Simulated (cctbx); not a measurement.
# Accept or mend?

Cell a = 4.7530 Å, b = 5.8560 Å, c = 11.2250 Å, α = 90.00°, β = 90.00°, γ = 90.00°; space group Amm2 (no. 38). The compound is BaZn6Si.

The data are simulated with cctbx, not measured: Mo Kα, λ = 0.71073 Å, to d = 0.8 Å, 50 % of the full sphere, strongest reflection 20000 counts, noise from counting, a 3 % proportional error and a noise floor of 15 counts (s.d.); no absorption.

An isotropic refinement with weights 1/σ² prints:

```text
Rint 0.024, 342 unique reflections to 0.80 A
cycle     R1     wR2    GooF  max shift (A)
   1  0.1106  0.2766   6.371   0.03777
  12  0.0260  0.0713   1.641   0.00418
final R1 0.0259 wR2 0.0705 GooF 1.624  parameters 17  data/parameter 20.1
atom        x        y        z      Ueq    occ   su(xyz)  su(Uiso or U11)
Ba1    0.50000  0.00000  0.17230   0.0043  1.000  0.00013  0.0003
Zn1    0.00000  0.50000  0.31859   0.0048  1.000  0.00022  0.0006
Zn2    0.00000  0.00000  0.33666   0.0101  1.000  0.00023  0.0007
Zn3    0.00000  0.25034  0.07396   0.0059  1.000  0.00025  0.0006
Zn4    0.50000  0.74270  0.42879   0.0034  1.000  0.00062  0.0007
Si1    0.50000  0.50000  0.13941   0.0055  1.000  0.00067  0.0013
Si2    1.00000  0.32882  0.91825   0.3610  1.000  0.01773  0.0327
difference map: max 1.18 min -0.98 rms 0.31
Q1    0.1009  0.0000  0.3411    4    1.26  0.48 A from Zn2
Q2    0.2883  0.0000  0.7324    4    0.96  1.45 A from Si1
Q3    0.3895  0.2490  0.3963    8    0.95  0.64 A from Zn4
Q4    0.1062  0.2467  0.6460    8    0.89  0.95 A from Zn3
Q5    0.0775  0.2334  0.5658    8    0.88  0.39 A from Zn3
Q6    0.0000  0.1294  0.1331    4    0.86  0.97 A from Zn3
```

**Question.** Can this result stand? If not, what is the likely fault?

Mend it. The fault: spurious atom: Si2. Against the right model at the same level, R1 goes from 0.0211 to 0.0259 and GooF from 1.01 to 1.62 and Si2 takes U = 0.36 Å². A site with no density behind it hides by a very large U or drifts. The fit had not settled when the cycles ran out.

The compound is BaZn6Si. The right model at the same level gives:

```text
Rint 0.024, 342 unique reflections to 0.80 A
cycle     R1     wR2    GooF  max shift (A)
   1  0.1279  0.2700   6.189   0.04037
   2  0.0211  0.0441   1.012   0.00021
final R1 0.0211 wR2 0.0441 GooF 1.012  parameters 14  data/parameter 24.4
atom        x        y        z      Ueq    occ   su(xyz)  su(Uiso or U11)
Ba1    0.50000  0.00000  0.17380   0.0050  1.000  0.00005  0.0002
Zn1    0.00000  0.50000  0.32030   0.0053  1.000  0.00011  0.0004
Zn2    0.00000  0.00000  0.33841   0.0105  1.000  0.00013  0.0004
Zn3    0.00000  0.25030  0.07518   0.0066  1.000  0.00016  0.0004
Zn4    0.50000  0.74272  0.43023   0.0037  1.000  0.00039  0.0004
Si1    0.50000  0.50000  0.14063   0.0056  1.000  0.00042  0.0008
difference map: max 0.92 min -0.95 rms 0.21
Q1    0.1086  0.0000  0.3420    4    0.98  0.52 A from Zn2
Q2    0.2906  0.0000  0.7347    4    0.83  1.45 A from Si1
Q3    0.0000  0.0844  0.5145    4    0.67  1.18 A from Zn3
Q4    0.1903  0.2441  0.5160    8    0.67  1.12 A from Zn3
Q5    0.3725  0.2492  0.3902    8    0.66  0.76 A from Zn4
Q6    0.0000  0.1437  0.1494    4    0.65  1.04 A from Zn3
```

The model is made up (kin elements in a known structure type, no relaxation), so it says nothing on whether the phase exists.

[Middle refinement cycles are left out of these outputs.]

[Logs are printed without paths, hosts, clocks, repeated set-up lines and the standing remarks that a program may print on its own settings, such as how far it seeks lower states.]
